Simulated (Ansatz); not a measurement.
# Quasiparticle gap of MgAl2C2 (P-3m1)

How far does one-shot GW move the r2SCAN gap of MgAl2C2 (P-3m1)?

Program: Ansatz 0.2.0. Level of theory: r2SCAN, then G0W0 on it, plane waves, PAW. Results are calculated unless marked as measured.

### 1. The structure

It takes space group P-3m1 (No. 164, trigonal). The conventional cell has a = 3.377 Å, b = 3.377 Å, c = 5.817 Å, α = 90.00°, β = 90.00°, γ = 120.00°. Nearest to Mg lie 6 C at 2.51 Å. Nearest to Al lie 4 C at 2.00 to 2.20 Å. Nearest to C lie 4 Al at 2.00 to 2.20 Å and 3 Mg at 2.51 Å. Farther neighbours are not listed.

Geometry: measured cell, ions relaxed with r2SCAN. The runs that relaxed it are not among those shown. The default PAW set here is soft_2. Its files were made with PBE.

### 2. The r2SCAN band structure

Levels along a band path and on the mesh show where this functional puts the band edges.

This step: DFT, r2SCAN, plane waves, PAW.

The input, input.yaml:

```yaml
crystal:
  lattice:
    - [3.377, 0.0, 0.0]
    - [-1.6885, 2.9245677886, 0.0]
    - [0.0, 0.0, 5.817]
  atoms:
    - { symbol: Mg, position: [0.0, 0.0, 0.0] }
    - { symbol: Al, position: [0.3333333333, 0.6666666667, 0.3506950892] }
    - { symbol: Al, position: [0.6666666667, 0.3333333333, 0.6493049108] }
    - { symbol: C, position: [0.3333333333, 0.6666666667, 0.7289915423] }
    - { symbol: C, position: [0.6666666667, 0.3333333333, 0.2710084577] }
kpoints:
  mp_grid: { grid: [12, 12, 4] }
  band_path:
    path:
      - [[0.0, 0.0, 0.0], [0.5, 0.0, 0.0], [0.33333333, 0.33333333, 0.0], [0.0, 0.0, 0.0], [0.0, 0.0, 0.5], [0.5, 0.0, 0.5], [0.33333333, 0.33333333, 0.5], [0.0, 0.0, 0.5]]
      - [[0.5, 0.0, 0.5], [0.5, 0.0, 0.0]]
      - [[0.33333333, 0.33333333, 0.5], [0.33333333, 0.33333333, 0.0]]
    npoints: 10
hamiltonian:
  xc: r2scan
scf:
  occupations: { method: fermi_dirac, width: 0.02 }
  n_extra_bands: 5
output:
  eigenvalues: true
  write_density: true
  write_potential: true
  elf: true
  volumetric_format: npy
```

The run is started by

```sh
$ ansatz run input.yaml --threads 2 --pin off --max-ram 92160MiB --backend cuda --events-out ev --progress --plain --runs-dir out --devices 1 --max-vram 13GiB  # rebuilt from the run's record
```

Numbers of over 12 decimals in the logs are rounded to 6 here.

The log of the run:

```text
scf.n_extra_bands = 5 over 12 filled bands (N_el = 24.0): the run solves 17 bands
GPUs: using 1 of 1 available (devices: 1).
Engine: ansatz 0.2.0, x86_64-unknown-linux-gnu
Pseudopotentials: kind: paw
Pseudopotential: Mg, paw, valence charge 10, recommended cutoff 500 eV (meta_gga), Mg.paw.azcp
Pseudopotential: Al, paw, valence charge 3, recommended cutoff 500 eV (meta_gga), Al.paw.azcp
Pseudopotential: C, paw, valence charge 4, recommended cutoff 500 eV (meta_gga), C.paw.azcp
Functional definition: r2SCAN
  parameter k0 = 0.174
  parameter k1 = 0.065
  parameter a1 = 4.9479
  exchange = r2scan_x(k0 = k0, k1 = k1, a1 = a1)
  correlation = r2scan_c
device memory: the entry about to start is reckoned to put 2.0 GiB on a device that reports 62.8 GiB free (of which the cap on the GPU budget leaves the run 13.0 GiB)
GPU FFT provider: cuFFT
GPU libraries: cuBLAS 13.8.2, cuFFT 12.4.0, cuSOLVER 12.3.4
Crystal: 5 atoms, lattice volume = 57.450 Å³
Basis set: ecut = 500 eV, 1485 PW (Γ), exchange–correlation on 100×100×180 points (64 copies of the dense FFT grid, shifted against one another)
Bands: 17, of which v1, the nominal top of the filled ones, is band 12 counted from 1 (11 counted from 0)
Symmetry: 12 space group operations
Space group: P-3m1 (ITA 164), of the structure as read, at distance tolerance 3.9e-5 Å
k-points: 69 of 576
Non-local potential: Mg, projectors of the file, l = 0: 3, l = 1: 2, l = 2: 1
Non-local potential: Al, projectors of the file, l = 0: 2, l = 1: 2, l = 2: 1
Non-local potential: C, projectors of the file, l = 0: 2, l = 1: 2, l = 2: 1
PAW form: soft (Blöchl's): semilocal exchange-correlation on the pseudo side does not see the compensation charge
PAW frozen core: Mg, regenerated for the run's functional (the file was generated under x = pbe(κ = 0.804, μ = 0.219515), c = pbe(β = 0.066725))
PAW frozen core: Al, regenerated for the run's functional (the file was generated under x = pbe(κ = 0.804, μ = 0.219515), c = pbe(β = 0.066725))
PAW frozen core: C, regenerated for the run's functional (the file was generated under x = pbe(κ = 0.804, μ = 0.219515), c = pbe(β = 0.066725))
PAW one-centre angular grid: Mg, 302 points (default); XC on 224 Gauss nodes
PAW one-centre angular grid: Al, 302 points (default); XC on 160 Gauss nodes
PAW one-centre angular grid: C, 302 points (default); XC on 239 of its mesh's 2573 points in the sphere
Initial density: superposition of atomic densities (neutral atoms: chi_scale 0, normalization atom), corrected by the library's trained network
Initial wavefunctions: pseudopotential atomic-orbital guess
GPU buffer pool allocated for 28125 grid points (all kernels)
GPU transforms: local potential and band sums: pruned to the plane-wave sphere, on 25×25×45
Functional: x = r2scan, c = r2scan; τ floored in thin density (d = 2e-4 eV/Å³)
SCF iter   1: F=—  HF=-3511.374227 eV  |F-HF|=—  |Δ(HF+E_count)|=         —  Δρ=6.83e-3  dr2=1.71e-2  dr2_τ=2.75e-1  ethr=1.77e-3  ⟨swp⟩=6.4  Hψ=6848  notcnv=0
preconditioner: auto → none  [insulator: Δε(μ)=2.149 eV  Ē_g=11.057 eV  σ=0.020 eV  W_gap=1.00  n_scr=10 (ndim 8)  ℏωp=19.6 eV  f_vac=0.000  D(μ)=0.00/eV (n_scr^D=0)  ε∞_Penn≈4.1]
SCF iter   2: F=—  HF=-3511.509389 eV  |F-HF|=—  |Δ(HF+E_count)|=   1.35e-1  Δρ=3.84e-3  dr2=5.20e-3  dr2_τ=1.15e-4  ethr=7.14e-5  ⟨swp⟩=3.0  Hψ=3044  notcnv=0  defer=69
SCF iter   3: F=—  HF=-3511.510487 eV  |F-HF|=—  |Δ(HF+E_count)|=   1.10e-3  Δρ=6.81e-4  dr2=2.73e-4  dr2_τ=9.98e-6  ethr=2.17e-5  ⟨swp⟩=2.0  Hψ=1876  notcnv=0  defer=69
SCF iter   4: F=—  HF=-3511.510493 eV  |F-HF|=—  |Δ(HF+E_count)|=   6.60e-6  Δρ=3.61e-4  dr2=1.68e-4  dr2_τ=1.26e-5  ethr=1.14e-6  ⟨swp⟩=2.0  Hψ=1655  notcnv=0  defer=69
SCF iter   5: F=—  HF=-3511.510455 eV  |F-HF|=—  |Δ(HF+E_count)|=   3.83e-5  Δρ=9.22e-5  dr2=6.99e-6  dr2_τ=1.19e-7  ethr=6.98e-7  ⟨swp⟩=2.0  Hψ=1497  notcnv=0  defer=69
SCF iter   6: F=—  HF=-3511.510452 eV  |F-HF|=—  |Δ(HF+E_count)|=   3.31e-6  Δρ=2.32e-5  dr2=1.79e-7  dr2_τ=1.10e-8  ethr=2.91e-8  ⟨swp⟩=2.0  Hψ=1620  notcnv=0  defer=67
SCF iter   7: F=-3511.510452 eV  HF=-3511.510452 eV  |F-HF|=5.31e-9  |Δ(HF+E_count)|=   3.38e-7  Δρ=9.42e-6  dr2=6.36e-8  dr2_τ=2.68e-9  ethr=4.17e-10  ⟨swp⟩=6.3  Hψ=4296  notcnv=0
SCF 1 converged in 7 iterations: F = -3511.510452 eV  dr2 = 6.36e-8
  greatest PAW one-centre occupation: 1.000 electrons in one spin orbital (limit 2), on the Mg atom at site 0 (counted from 0), in its partial waves of l = 0
device memory: the entry about to start is reckoned to put 1.4 GiB on a device that reports 63.3 GiB free (of which the cap on the GPU budget leaves the run 13.0 GiB)
NSCF: frozen V_eff on 93 k-points, pencils in batches of 32, up to order 76
SCF converged after 7 iterations
Free energy (F): -3511.510452 eV
Harris-Foulkes:  -3511.510452 eV  (|F-HF|=5.31e-9)
Internal energy: -3511.510452 eV  (E = F + TS)
E sigma→0 (E₀):  -3511.510452 eV
Fermi energy:    9.608323 eV
--- Per-component energies (eV) ---
  E_band       = -295.863796
  E_kinetic    = 306.728885
  E_local      = -1835.245399  (includes V_loc(G=0)·N_el)
  E_nonlocal   = 166.571327
  E_hartree    = 677.379673
  E_xc         = -199.432496
  E_vxc        = -237.559235  (∫ρ·V_xc dr)
  E_paw        = -1444.034819  (= ΣΔE_a)
  E_vpaw       = -63.162831  (= ΣTr[D̂ρ^β])
  E_aug_tail   = 0.000005  (compensation charges beyond the density's cutoff)
  E_vtau       = 12.046620  (kinetic-family band-sum trace: ∫τ·v_τ [+ j·A + Jᵃ·Aᵃ] dr)
  E_ewald      = -1183.281656
  E_core_change = -0.195972  (= ΣΔE_core)
  E_smearing   = -0.000000  (= −TS)
  E_closure    = 0.000000  (closes the sum)
  Σ components = -3511.510452   (vs F -3511.510452, Δ=0.00e0)
--- Band table (eV; the first three rows and the last of 69) ---
  k-point 0: bands = [... 8 lower, 7.3694, 8.2492, 8.2926, 8.2926, 12.2749, 13.6480, 15.7768, 15.7768, ... 1 higher]
  k-point 1: bands = [... 8 lower, 7.4439, 7.4439, 8.1991, 8.1991, 13.0128, 14.0699, 15.6947, 15.6947, ... 1 higher]
  k-point 2: bands = [... 8 lower, 7.5429, 7.5429, 8.0811, 8.0811, 13.4731, 14.5015, 15.6742, 15.6742, ... 1 higher]
  k-point 68: bands = [... 8 lower, 3.1656, 4.3372, 7.3320, 7.3320, 12.4473, 12.4473, 13.2918, 15.4632, ... 1 higher]
```

Run time: 4.6 s. Hardware: 1 × NVIDIA H100 80GB HBM3 (shared by 6 runs) with 2 threads of AMD EPYC 7R13 (Zen 3), shared host; peak memory 0.97 GiB.

In the SCF lines HF is the Harris–Foulkes energy and dr2 the Hartree energy of the density residual, in eV; the loop may stop once dr2 is under the threshold and the program's other checks hold. Hψ counts applications of the Hamiltonian.

This step gave:

| Property | Result |
| --- | --- |
| filled bands | 12 |
| gap | 2.153 eV |
| valence top at | k = (0.083, 0.083, 0.000) |
| conduction bottom at | k = (0.500, 0.000, 0.350) |
| least direct gap | 3.465 eV |

Over mesh and path the gap is 2.153 eV, from k = (0.083, 0.083, 0.000) to k = (0.500, 0.000, 0.350). The least direct gap found is 3.465 eV, at k = (0.000, 0.417, 0.250). On the 12×12×4 mesh alone the same run gives 2.225 eV, so that mesh misses an edge of r2SCAN: 2.225 − 2.153 = +0.072 eV.

The electronic bands at the labelled points (eV, zero at the top of the highest nominally filled band):

```
    point  band 9  band 10  band 11  band 12  band 13  band 14  band 15  band 16
        Γ   -1.13    -0.25    -0.20    -0.20     3.78     5.15     7.28     7.28
  halfway   -2.84    -2.04    -0.63    -0.28     4.02     4.99     6.15     7.43
        M   -3.77    -2.66    -2.12    -1.07     2.46     4.88     5.33     7.16
  halfway   -3.96    -3.48    -2.24    -2.11     3.45     4.94     6.12     7.09
        K   -4.89    -3.43    -2.67    -2.67     2.93     6.44     6.44     7.44
  halfway   -3.74    -2.27    -1.35    -0.40     5.13     5.30     5.66     6.17
        Γ   -1.13    -0.25    -0.20    -0.20     3.78     5.15     7.28     7.28
  halfway   -1.05    -1.05    -0.30    -0.30     4.52     5.57     7.20     7.20
        A   -0.95    -0.95    -0.41    -0.41     4.98     6.01     7.18     7.18
  halfway   -2.87    -1.83    -1.76    -0.95     4.19     5.00     5.75     7.26
        L   -2.44    -1.99    -1.59    -1.44     2.25     4.08     4.66     5.32
  halfway   -3.96    -2.90    -1.60    -1.10     2.97     4.17     5.97     6.24
        H   -5.33    -4.16    -1.16    -1.16     3.95     3.95     4.80     6.97
  halfway   -3.14    -2.22    -1.85    -1.41     4.65     4.67     6.95     7.04
        A   -0.95    -0.95    -0.41    -0.41     4.98     6.01     7.18     7.18
jump to L   -2.44    -1.99    -1.59    -1.44     2.25     4.08     4.66     5.32
  halfway   -3.06    -2.56    -1.59    -1.24     2.23     4.25     5.60     6.22
        M   -3.77    -2.66    -2.12    -1.07     2.46     4.88     5.33     7.16
jump to H   -5.33    -4.16    -1.16    -1.16     3.95     3.95     4.80     6.97
  halfway   -5.31    -3.77    -1.91    -1.91     3.69     5.04     5.04     7.39
        K   -4.89    -3.43    -2.67    -2.67     2.93     6.44     6.44     7.44
```

Valence density in the ac plane at fractional y = 0.333, with atoms of Al and C within 0.2 Å of it. It is the smooth field of the valence electrons, not physical close to the nuclei.

Values in e/Å³, 24 rows by 14 columns, each cell a mean:
```
0.1 0.1 0.1 0.1 0.1 0.1 0.1 0.1 0.1 0.1 0.1 0.1 0.1 0.1
0.1 0.1 0.2 0.2 0.1 0.1 0.1 0.1 0.1 0.1 0.1 0.1 0.1 0.1
0.2 0.2 0.2 0.2 0.2 0.2 0.1 0.1 0.1 0.1 0.1 0.1 0.1 0.1
0.2 0.3 0.3 0.3 0.2 0.2 0.2 0.2 0.1 0.1 0.1 0.1 0.2 0.2
0.3 0.3 0.4 0.4 0.3 0.3 0.2 0.2 0.2 0.1 0.1 0.2 0.2 0.3
0.4 0.4 0.4 0.4 0.4 0.3 0.3 0.2 0.1 0.1 0.1 0.2 0.2 0.3
0.4 0.4 0.4 0.4 0.4 0.4 0.3 0.2 0.1 0.1 0.1 0.1 0.2 0.3
0.4 0.4 0.4 0.4 0.4 0.3 0.3 0.1 0.1 0.1 0.1 0.1 0.2 0.3
0.3 0.3 0.3 0.3 0.3 0.3 0.2 0.1 0.1 0.1 0.1 0.1 0.2 0.2
0.2 0.2 0.2 0.2 0.2 0.2 0.2 0.1 0.1 0.1 0.1 0.1 0.2 0.2
0.2 0.2 0.2 0.2 0.2 0.2 0.2 0.2 0.2 0.2 0.2 0.2 0.2 0.2
0.2 0.2 0.1 0.2 0.2 0.2 0.2 0.2 0.3 0.3 0.3 0.3 0.2 0.2
0.2 0.1 0.1 0.1 0.2 0.2 0.3 0.3 0.4 0.4 0.4 0.4 0.3 0.2
0.2 0.2 0.1 0.1 0.2 0.3 0.4 0.5 0.6 0.7 0.6 0.5 0.4 0.3
0.3 0.2 0.2 0.2 0.2 0.3 0.5 0.7 0.9 1.1 1.0 0.8 0.6 0.4
0.3 0.2 0.2 0.2 0.3 0.4 0.7 1.0 1.3 1.5 1.4 1.2 0.8 0.5
0.4 0.2 0.2 0.2 0.3 0.5 0.8 1.3 1.6 1.7 1.7 1.5 1.0 0.6
0.3 0.2 0.2 0.2 0.3 0.5 0.8 1.3 1.6 1.7 1.7 1.5 1.0 0.6
0.3 0.2 0.2 0.2 0.3 0.4 0.7 1.0 1.4 1.5 1.5 1.2 0.8 0.5
0.2 0.2 0.1 0.2 0.2 0.3 0.5 0.7 0.9 1.1 1.0 0.8 0.6 0.4
0.2 0.1 0.1 0.1 0.2 0.2 0.3 0.4 0.5 0.5 0.5 0.4 0.3 0.2
0.1 0.1 0.1 0.1 0.1 0.1 0.2 0.2 0.3 0.3 0.3 0.3 0.2 0.2
0.1 0.1 0.1 0.1 0.1 0.1 0.1 0.1 0.2 0.2 0.2 0.2 0.1 0.1
0.1 0.1 0.1 0.1 0.1 0.1 0.1 0.1 0.1 0.1 0.1 0.1 0.1 0.1
```
Columns run along a (3.4 Å), rows up along c (5.8 Å). Atoms in or near the plane, at fractional coordinates: Al at (0.67, 0.65), C at (0.67, 0.27).

Electrostatic potential energy in the ac plane at fractional y = 0.333, with atoms of Al and C within 0.2 Å of it. With pseudopotentials it is smooth inside the atoms' cores, unlike the true potential.

Ten even steps from '0' (-36 eV) to '9' (11 eV):
```
88888899999999999
98888999999999999
99999999999999999
99999999999999999
99999999988888999
99999999877667889
99999998765555689
99999998656665568
99999987567876567
89999986568887657
89999986568887657
99999987567876567
99999987656665568
99999998765555678
99999998877667889
99888999988888999
98888899999889999
88878899998888999
88777889875346899
88777889840001689
98888898610000379
98888998600000279
99989999720000489
99999999851003699
99999999986557899
99999999999899999
99888999999999999
98888899999999999
88888899999999999
88888899999999999
```
Columns run along a (3.4 Å; values clipped at the 3rd and 97th percentile), rows up along c (5.8 Å). Atoms in or near the plane, at fractional coordinates: Al at (0.67, 0.65), C at (0.67, 0.27).

(Part 1 of 2 ends here.)

[Paths, hosts, dates, memory and timing lines, banners, echoed tables and standing remarks are left out of the program output.]

[Logs are printed without paths, hosts, clocks, repeated set-up lines and the standing remarks that a program may print on its own settings, such as how far it seeks lower states.]

[Runs of the session that timed out or met a known fault of the program may be left out.]

[Cells called generated may have been cut or substituted from an entry of the Crystallography Open Database or the Materials Project.]

[Hosts, paths, dates, database ids (printed as entryN), source tags and the programs' standing remarks are cut or masked in the printed files.]

[Where an RPA ε∞ is given, it is that of the G0W0 mesh and is not shown converged in it. Names of k-points follow the symmetry that the program found, which can be lower than the space group named. Band edges on a path are those of the sampled points; other points can move an edge, and change direct to indirect where valleys lie close.]

[Hybrid gaps are those of their k-mesh and are not shown converged in it.]
